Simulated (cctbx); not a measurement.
## From intensities to atoms

Cell a = 7.3360 Å, b = 10.2300 Å, c = 11.3170 Å, α = 90.00°, β = 90.00°, γ = 90.00°; space group Fddd (no. 70, origin choice 1); content Nd8 Ga16 Ti16.

The data are simulated with cctbx, not measured: Mo Kα, λ = 0.71073 Å, to d = 0.77 Å, 50 % of the full sphere, strongest reflection 70000 counts, noise from counting, a 6 % proportional error and a noise floor of 15 counts (s.d.); no absorption.

1 earlier start (other random phases, and plain and normalised amplitudes in turn) led nowhere (symmetry correlation 0.82).

Charge flipping in P1 on plain amplitudes to 0.8 Å, δ = 1.1 σ, 10 % of the reflections treated as weak, 600 cycles:

```text
cycle      R  skewness
    0  0.605     0.33
   50  0.356     4.06
  100  0.287     4.21
  150  0.291     4.19
  200  0.298     4.10
  250  0.289     4.04
  300  0.290     4.18
  350  0.292     4.14
  400  0.287     4.12
  450  0.292     4.12
  500  0.283     4.01
  550  0.281     4.16
origin shift          correlation  skewness
 0.021  0.087  0.229      0.982      7.96
 0.022  0.244  0.229      0.981      8.18
 0.023  0.407  0.229      0.960      5.76
 0.021  0.087  0.229      0.982      7.96
taken: symmetry correlation 0.981, skewness 8.18
peak      x       y       z  mult  height/sigma
Q1    0.0000  0.0000  0.0000    8     20.9
Q2    0.0000  0.1749  0.5000   16     10.7
Q3    0.0000  0.0000  0.3609   16      5.4
Q4    0.0142  0.2431  0.0579   32      1.3
Q5    0.0974  0.0023  0.4490   32      1.1
Q6    0.1171  0.0867  0.5064   32      1.0
Q7    0.0252  0.1985  0.8429   32      1.0
Q8    0.1047  0.0857  0.9883   32      1.0
```

The origin is taken among those within 0.04 of the best correlation, by the skewness of the map.

It took 0.94 s on 1 thread of Arm Neoverse N1, with other jobs on the host, peak memory 0.08 GiB.

**Question.** Which peaks are atoms, and which elements?

Heights go roughly as Z and multiplicities must add up to the content. First model: Q1 = Nd1 (8 in the cell, height 20.9), Q2 = Ga1 (16 in the cell, height 10.7) and Q3 = Ti1 (16 in the cell, height 5.4). Against the true structure, Q1 is Nd, Q2 is Ga and Q3 is Ti; the other peaks are not atoms.

Least squares on F², isotropic:

```text
Rint 0.039, 239 unique reflections to 0.77 A
cycle     R1     wR2    GooF  max shift (A)
   1  0.1256  0.3279   7.537   0.02926
   2  0.0212  0.0600   1.379   0.00000
final R1 0.0212 wR2 0.0600 GooF 1.379  parameters 5  data/parameter 47.8
atom        x        y        z      Ueq    occ   su(xyz)  su(Uiso or U11)
Nd1    0.00000  0.00000  0.00000   0.0068  1.000  0.00000  0.0002
Ga1    0.00000  0.17776  0.50000   0.0100  1.000  0.00007  0.0003
Ti1    0.00000  0.00000  0.36195   0.0209  1.000  0.00011  0.0003
difference map: max 1.30 min -1.18 rms 0.26
Q1    0.0000  0.2224  0.5000   16    1.31  0.46 A from Ga1
Q2    0.0000  0.1381  0.5000   16    1.30  0.41 A from Ga1
Q3    0.0000  0.0000  0.3150   16    1.04  0.53 A from Ti1
Q4    0.0000  0.0317  0.0000   16    0.99  0.32 A from Nd1
Q5    0.0000  0.0000  0.4030   16    0.79  0.46 A from Ti1
```

Anisotropic refinement:

```text
Rint 0.039, 239 unique reflections to 0.77 A
cycle     R1     wR2    GooF  max shift (A)
   1  0.0212  0.0600   1.403   0.00060
   2  0.0159  0.0402   0.941   0.00000
final R1 0.0159 wR2 0.0402 GooF 0.941  parameters 13  data/parameter 18.4
atom        x        y        z      Ueq    occ   su(xyz)  su(Uiso or U11)
Nd1    0.00000  0.00000  0.00000   0.0067  1.000  0.00000  0.0002
Ga1    0.00000  0.17782  0.50000   0.0099  1.000  0.00005  0.0003
Ti1    0.00000  0.00000  0.36196   0.0211  1.000  0.00008  0.0005
difference map: max 0.70 min -0.83 rms 0.24
Q1    0.0639  0.1283  0.7872   32    0.77  1.54 A from Ga1
Q2    0.0593  0.1054  0.5906   32    0.73  1.28 A from Ti1
Q3    0.1033  0.0775  0.3868   32    0.67  1.13 A from Ti1
Q4    0.0719  0.0350  0.1141   32    0.64  1.44 A from Nd1
Q5    0.0509  0.1483  0.2581   32    0.62  1.80 A from Nd1
Q6    0.0796  0.0412  0.9293   32    0.59  1.08 A from Nd1
```

**Reading.** The refinement ends at R1 = 0.0159, wR2 = 0.0402, GooF = 0.94, with difference density between -0.83 and 0.70 e/Å³. Every site matches the true model in element, within 0.001 Å r.m.s., up to an allowed shift of origin.

True model:

| atom | mult. | x | y | z | Ueq (Å²) |
| --- | --- | --- | --- | --- | --- |
| Nd1 | 8 | 3/4 | 3/4 | 1/4 | 0.0071 |
| Ga1 | 16 | 3/4 | 0.4278 | 1/4 | 0.0102 |
| Ti1 | 16 | 3/4 | 1/4 | 0.3879 | 0.0213 |

The model was made for the exercise: a known structure type with other elements put in, its volume estimated, not relaxed; displacement parameters are assumed.

[Middle refinement cycles are left out of these outputs.]

[Logs are printed without paths, hosts, clocks, repeated set-up lines and the standing remarks that a program may print on its own settings, such as how far it seeks lower states.]
